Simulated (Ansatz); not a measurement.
# LaTl (Pm-3m): Grüneisen parameters, part 2 of 2

Wanted: mode Grüneisen parameters of LaTl (Pm-3m).

Ansatz 0.2.0; DFT PBEsol, scalar-relativistic, plane waves, PAW; PAW set soft_1.

So far, highest frequency on the path or at a solved wavevector (cm⁻¹): step 2 (phonons on a q mesh) 132.

### Step 4. Phonons at the other volume, volume ratio 0.97

The phonons are repeated at this volume on the same k and q meshes.

input.yaml reads:

```yaml
crystal:
  lattice:
    - [3.8797015413, 0.0, 0.0]
    - [0.0, 3.8797015413, 0.0]
    - [0.0, 0.0, 3.8797015413]
  atoms:
    - { symbol: La, position: [0.0, 0.0, 0.0] }
    - { symbol: Tl, position: [0.5, 0.5, 0.5] }
kpoints:
  mp_grid: { grid: [12, 12, 12] }
hamiltonian:
  xc: pbesol
  pseudopotentials: { kind: paw, azcp: { folder: soft_1 }, xc_functional: pbe }
scf:
  occupations: { method: methfessel_paxton, width: 0.2 }
output:
  eigenvalues: true
phonons:
  method: dfpt
  qmesh: [4, 4, 4]
  temperatures: { t_max: 1000, t_step: 50 }
  qpath:
    path:
      - [[0.0, 0.0, 0.0], [0.0, 0.5, 0.0], [0.5, 0.5, 0.0], [0.0, 0.0, 0.0], [0.5, 0.5, 0.5], [0.0, 0.5, 0.0]]
      - [[0.5, 0.5, 0.5], [0.5, 0.5, 0.0]]
    npoints: 10
```

The run is started by

```
$ ansatz run input.yaml --threads 4 --pin off --max-ram 10240MiB --backend cpu --events-out ev --progress --plain --runs-dir out
```

Numbers of over 12 decimals in the logs are rounded to 6 here.

The log of the run:

```text
[...]
Crystal: 2 atoms, lattice volume = 58.398 Å³
Basis set: ecut = 420 eV, 1189 PW (Γ), exchange–correlation on 54×54×54 points (8 copies of the dense FFT grid, shifted against one another)
Bands: 16, of which v1, the nominal top of the filled ones, is band 12 counted from 1 (11 counted from 0)
Symmetry: 48 space group operations
k-points: 84 of 1728
[...]
SCF iter   1: F=—  HF=-17460.699397 eV  |F-HF|=—  |Δ(HF+E_count)|=         —  Δρ=4.08e-2  dr2=1.83e0  ethr=3.10e-3  ⟨swp⟩=4.0  Hψ=5449  notcnv=0
[...]
SCF iter  10: F=-17460.048608 eV  HF=-17460.048608 eV  |F-HF|=3.64e-12  |Δ(HF+E_count)|=  7.28e-12  S|Δr|=    0.00e0  Δρ=3.42e-8  dr2=6.82e-13  ethr=1.00e-12  ⟨swp⟩=6.3  Hψ=6818  notcnv=0
SCF 1 converged in 10 iterations: F = -17460.048608 eV  dr2 = 6.82e-13
[...]
SCF iter   4: F=-17460.048608 eV  HF=-17460.048608 eV  |F-HF|=0.00e0  |Δ(HF+E_count)|=    0.00e0  S|Δr|=    0.00e0  Δρ=6.58e-8  dr2=3.13e-12  ethr=1.00e-12  ⟨swp⟩=2.3  Hψ=2715  notcnv=0
SCF 2 converged in 4 iterations: F = -17460.048608 eV  dr2 = 3.13e-12
[...]
NSCF: frozen V_eff on 84 k-points
[...]
SCF converged after 10 iterations
[...]
Free energy (F): -17460.048608 eV
[...]
Internal energy: -17460.047811 eV  (E = F + TS)
E sigma→0 (E₀):  -17460.048409 eV
Entropy (-TS):   -0.000798 eV (-0.399 meV/atom)
Fermi energy:    12.303367 eV
[...]
--- Band table (eV; the first three rows and the last of 84) ---
  k-point 0: bands = [... 8 lower, 1.0446, 4.1619, 12.0174, 12.0174, 13.8030, 13.8030, 13.8030, 14.0843]
  k-point 1: bands = [... 8 lower, 1.0465, 4.2632, 12.0214, 12.0296, 13.7000, 13.7747, 13.7747, 14.0745]
  k-point 2: bands = [... 8 lower, 1.0517, 4.5520, 11.8298, 12.0640, 13.5437, 13.6677, 13.6677, 14.0464]
  k-point 83: bands = [... 8 lower, 1.2524, 7.6248, 9.7389, 9.7389, 9.7389, 14.1217, 14.1217, 14.1217]
[...]
ASR residual: 2.344e-5 → 0.000e0 eV/Å²; symmetrization residual: 1.251e-5 eV/Å²
  ASR residual per site (eV/Å²): 1.68e-5 2.34e-5
  Γ frequencies (cm⁻¹): 0.00 0.00 0.00 81.25 81.25 81.25
--- Phonons (arbitrary-q DFPT): 10 irreducible q on the 4×4×4 mesh ---
[...]
interpolated dispersion: 62 rows × 6 modes
[...]
zero-point energy: 0.027205 eV/cell   skipped modes (ω ≤ 0): 10, of them read as no rigid motion or as one in doubt: 7 (1.611e-2 modes/cell left out, lowest -13.53 cm⁻¹)   left out of the sums: 2.81e-3 of the cell's modes: C_V's classical limit lies that fraction below 3 k_B per atom; for a crystal, a wire or a layer, F and S can be off by more, and a phonons.interpolated_qmesh denser along its periods is the remedy for the sampling
```

It took 7.5 min on 4 threads of Arm Neoverse V1, shared host; peak memory 2.8 GiB.

Numbers from this step:

```yaml
sum_rule_residual_before_enforcement: 2.34e-5 eV/Å²
lowest_frequency_on_the_path: -13.53 cm⁻¹
highest_frequency_on_the_path_or_at_a_solved_wavevector: 139.2 cm⁻¹
highest_optical_mode_at_the_zone_centre_no_lo_to_term: 81.25 cm⁻¹
lowest_optical_zone_centre_mode: 81.25 cm⁻¹
lowest_mode_on_the_q_mesh_acoustic_modes_at_gamma_apart: -13.53 cm⁻¹
```

Frequencies (cm⁻¹) solved at each irreducible wavevector; negative means imaginary. Frequencies by wavevector, by row:

```
q in reciprocal lattice units  star  mode 1  mode 2  mode 3  mode 4  mode 5  mode 6
                        0 0 0     1       0       0       0    81.2    81.2    81.2
                     0 0 0.25     6    37.1    37.1      49      78      78    98.9
                     0 0 -0.5     3    54.6    54.6    73.8    75.7    75.7   105.9
                  0 0.25 0.25    12     6.7    47.4    64.3    73.6    89.7   114.3
                  0 0.25 -0.5    12    38.3    42.1      56    65.6   115.5   124.8
                  0 -0.5 -0.5     3   -13.5   -13.5    57.4    60.4   139.2   139.2
               0.25 0.25 0.25     8    39.3    39.3    48.2   100.2   108.8   108.8
               0.25 0.25 -0.5    12    16.8    44.5    60.3    99.1     115   127.2
               0.25 -0.5 -0.5     6    52.2    52.2    66.1    96.3   130.1   130.1
               -0.5 -0.5 -0.5     1    77.3    77.3    77.3   117.7   117.7   117.7
```

The highest optical mode at the zone centre (no LO-TO term) is 81.2 cm⁻¹, +6.0 cm⁻¹ against the base run.

### Step 5. Relaxing at another volume, volume ratio 1.03

The volume is scaled by 1.03 and held; symmetry leaves nothing to relax, so this is a single point. The modes can then be followed against volume.

input.yaml, the sections that differ from step 4:

```yaml
crystal:
  lattice:
    - [3.9581004727, 0.0, 0.0]
    - [0.0, 3.9581004727, 0.0]
    - [0.0, 0.0, 3.9581004727]
  atoms:
    - { symbol: La, position: [0.0, 0.0, 0.0] }
    - { symbol: Tl, position: [0.5, 0.5, 0.5] }
output:
  forces: true
  stress: true
  eigenvalues: true
# kpoints, hamiltonian, scf: as in step 4
# phonons: removed
```

The log of the run:

```text
[...]
Crystal: 2 atoms, lattice volume = 62.010 Å³
Basis set: ecut = 420 eV, 1213 PW (Γ), exchange–correlation on 54×54×54 points (8 copies of the dense FFT grid, shifted against one another)
Bands: 16, of which v1, the nominal top of the filled ones, is band 12 counted from 1 (11 counted from 0)
Symmetry: 48 space group operations
[...]
k-points: 84 of 1728
[...]
--- Band table (eV; the first three rows and the last of 84) ---
  k-point 0: bands = [... 8 lower, 0.2593, 3.5160, 11.1971, 11.1971, 12.8107, 12.8107, 12.8107, 13.0662]
  k-point 1: bands = [... 8 lower, 0.2602, 3.6066, 11.1904, 11.2107, 12.7158, 12.7887, 12.7887, 13.0577]
  k-point 2: bands = [... 8 lower, 0.2626, 3.8664, 10.9679, 11.2491, 12.5811, 12.7049, 12.7049, 13.0331]
  k-point 83: bands = [... 8 lower, 0.4393, 6.7463, 9.0740, 9.0740, 9.0740, 13.0885, 13.0885, 13.0885]
[key lines of the parts left out:]
SCF converged after 8 iterations
Free energy (F): -17460.049713 eV
Fermi energy:    11.455786 eV
P = ⅓ Tr σ = -1.4860 GPa (-14.860 kbar)
```

Wall time 1.8 s (4 threads); peak memory 0.41 GiB.

Numbers from this step:

* pressure: -1.486 GPa
* volume per atom: 31.00 Å³

The run ends at a pressure of -1.49 GPa.

### Step 6. Phonons at the other volume, volume ratio 1.03

The phonons are repeated at this volume on the same k and q meshes.

input.yaml: that of step 5 with these lines changed.

```diff
@@ -16,4 +16,11 @@
 output:
-  forces: true
-  stress: true
   eigenvalues: true
+phonons:
+  method: dfpt
+  qmesh: [4, 4, 4]
+  temperatures: { t_max: 1000, t_step: 50 }
+  qpath:
+    path:
+      - [[0.0, 0.0, 0.0], [0.0, 0.5, 0.0], [0.5, 0.5, 0.0], [0.0, 0.0, 0.0], [0.5, 0.5, 0.5], [0.0, 0.5, 0.0]]
+      - [[0.5, 0.5, 0.5], [0.5, 0.5, 0.0]]
+    npoints: 10
```

The log of the run:

```text
[...]
Crystal: 2 atoms, lattice volume = 62.010 Å³
Basis set: ecut = 420 eV, 1213 PW (Γ), exchange–correlation on 54×54×54 points (8 copies of the dense FFT grid, shifted against one another)
Bands: 16, of which v1, the nominal top of the filled ones, is band 12 counted from 1 (11 counted from 0)
Symmetry: 48 space group operations
k-points: 84 of 1728
[...]
k-point 83: bands = [... 8 lower, 0.4394, 6.7464, 9.0740, 9.0740, 9.0740, 13.0885, 13.0885, 13.0885]
[...]
ASR residual: 2.152e-5 → 0.000e0 eV/Å²; symmetrization residual: 1.030e-5 eV/Å²
  ASR residual per site (eV/Å²): 8.18e-6 2.15e-5
  Γ frequencies (cm⁻¹): 0.00 0.00 0.00 69.63 69.63 69.63
--- Phonons (arbitrary-q DFPT): 10 irreducible q on the 4×4×4 mesh ---
[...]
interpolated dispersion: 62 rows × 6 modes
[...]
[key lines of the parts left out:]
SCF converged after 10 iterations
Free energy (F): -17460.049713 eV
Fermi energy:    11.455789 eV
```

The job ended after 8.9 min (4 threads; peak memory 2.9 GiB).

Numbers from this step:

| Quantity | Value |
| --- | --- |
| sum-rule residual before enforcement | 2.15e-5 eV/Å² |
| lowest frequency on the path | 0 cm⁻¹ |
| highest frequency on the path or at a solved wavevector | 125.7 cm⁻¹ |
| mean frequency | 66.1 cm⁻¹ |
| Debye temperature (second moment) | 135 K |
| logarithmic mean frequency | 58.7 cm⁻¹ |
| highest optical mode at the zone centre (no LO-TO term) | 69.63 cm⁻¹ |
| lowest optical zone-centre mode | 69.63 cm⁻¹ |
| lowest mode on the q mesh (acoustic modes at Γ apart) | 13.37 cm⁻¹ |
| zero-point energy per atom | 12.29 meV |
| heat capacity at 300 K | 24.69 J/(mol atoms K) |
| vibrational entropy at 300 K | 56.70 J/(mol atoms K) |

Frequencies (cm⁻¹) solved at each irreducible wavevector; negative means imaginary. Frequencies by wavevector, by row:

| q in reciprocal lattice units | star | mode 1 | mode 2 | mode 3 | mode 4 | mode 5 | mode 6 |
| --- | --- | --- | --- | --- | --- | --- | --- |
| 0 0 0 | 1 | 0 | 0 | 0 | 69.6 | 69.6 | 69.6 |
| 0 0 0.25 | 6 | 33.3 | 33.3 | 44.3 | 67.3 | 67.3 | 88.5 |
| 0 0 -0.5 | 3 | 47.4 | 47.4 | 66.8 | 66.8 | 68.1 | 96 |
| 0 0.25 0.25 | 12 | 13.4 | 41.6 | 57.7 | 63.2 | 80.1 | 101.5 |
| 0 0.25 -0.5 | 12 | 36.4 | 41.4 | 48.9 | 56.4 | 103.3 | 112.9 |
| 0 -0.5 -0.5 | 3 | 19.9 | 19.9 | 47.6 | 53.5 | 125.7 | 125.7 |
| 0.25 0.25 0.25 | 8 | 35.8 | 35.8 | 44.8 | 89.8 | 96.7 | 96.7 |
| 0.25 0.25 -0.5 | 12 | 21.7 | 42.2 | 52.3 | 87.5 | 103.1 | 114.9 |
| 0.25 -0.5 -0.5 | 6 | 50.1 | 50.1 | 58.9 | 85.8 | 117.6 | 117.6 |
| -0.5 -0.5 -0.5 | 1 | 70.9 | 70.9 | 70.9 | 105 | 105 | 105 |

The highest optical mode at the zone centre (no LO-TO term) is 69.6 cm⁻¹, -5.6 cm⁻¹ against the base run.

### Step 7. Grüneisen parameters

The Grüneisen parameter of a mode is minus the logarithmic change of its frequency with volume, −d ln ω / d ln V; weighted by heat capacity it gives the expansion.

This step gave:

```yaml
bulk_modulus: 54.1 GPa
```

The phonon branches at the labelled points (cm⁻¹):

```csv
point,branch 1,branch 2,branch 3,branch 4,branch 5,branch 6
Γ,0,0,0,75,75,75
halfway,35,35,47,72,72,94
X,51,51,71,71,71,101
halfway,37,42,52,61,109,119
M,12,12,52,57,132,132
halfway,11,44,61,68,85,108
Γ,0,0,0,75,75,75
halfway,38,38,46,95,103,103
R,74,74,74,111,111,111
halfway,20,43,56,93,109,121
X,51,51,71,71,71,101
jump to R,74,74,74,111,111,111
halfway,51,51,62,91,124,124
M,12,12,52,57,132,132
```

The same for volume x 0.97:

```
point  branch 1  branch 2  branch 3  branch 4  branch 5  branch 6
    Γ         0         0         0        81        81        81
    X        55        55        74        76        76       106
    M       -14       -14        57        60       139       139
    Γ         0         0         0        81        81        81
    R        77        77        77       118       118       118
    X        55        55        74        76        76       106
    R        77        77        77       118       118       118
    M       -14       -14        57        60       139       139
```

The same for volume x 1.03:

| point | branch 1 | branch 2 | branch 3 | branch 4 | branch 5 | branch 6 |
| --- | --- | --- | --- | --- | --- | --- |
| Γ | 0 | 0 | 0 | 70 | 70 | 70 |
| X | 47 | 47 | 67 | 67 | 68 | 96 |
| M | 20 | 20 | 48 | 54 | 126 | 126 |
| Γ | 0 | 0 | 0 | 70 | 70 | 70 |
| R | 71 | 71 | 71 | 105 | 105 | 105 |
| X | 47 | 47 | 67 | 67 | 68 | 96 |
| R | 71 | 71 | 71 | 105 | 105 | 105 |
| M | 20 | 20 | 48 | 54 | 126 | 126 |

The first set of phonon branches as a text plot (rows in cm⁻¹):

```
    136 |
    130 |            *****                                    ***
    123 |           **   **                        **       **
    117 |          **      **               *    **  *     *
    111 |         *       *  *           ************ **  *
    104 |        * *                    ***       *  *  *  *
     98 |    ****          ** *        **          *  *  *  *
     91 |   *     *            *     **             *  *     *
     85 |  *                 *  *                    *
     79 |**      *               * **  *              * *
     72 |*********            *******        *****     ****   *
     66 |        ***       ***       **     *    **        **
     60 |     *     *  * **  **      **     *     **    *   *****
     53 |    * **************          *   *      * ******   *  *
     47 |   * *   **      **** *        ****       *   **
     41 |    *     *          *     *   ***         ***
     34 |   *       *    *      *      *           *  *       *
     28 |  *         *         *     **                        *
     21 | **          * *       *  **               **
     15 | *             **    ** *                              *
      9 |*             *  ****  ** *
      2 |                         *
     -4 |
    -10 |
         Γ      X      M          Γ            R        X|R     M
```

### Step 8. What came out

- bulk modulus: 54.1 GPa

No expansion is given, because modes are imaginary at one volume or more. The highest optical mode at Γ goes from 81 to 70 cm⁻¹ as the cell grows, a Grüneisen parameter of 2.57. Branches are matched by rank, so values near crossings are rough. With no gap, or one that is small against the smearing, the frequencies hang on the k mesh and the smearing, most of all near Kohn anomalies. Spin-orbit coupling is left out, which can matter for the heavy elements here. The PAW files were made for PBE and serve the other functionals too. A phonon run warned that its eigensolver left some bands unconverged in a pass.

[Logs are printed without paths, hosts, clocks, repeated set-up lines and the standing remarks that a program may print on its own settings, such as how far it seeks lower states.]

[Hosts, paths, dates, database ids (printed as entryN), source tags and the programs' standing remarks are cut or masked in the printed files.]
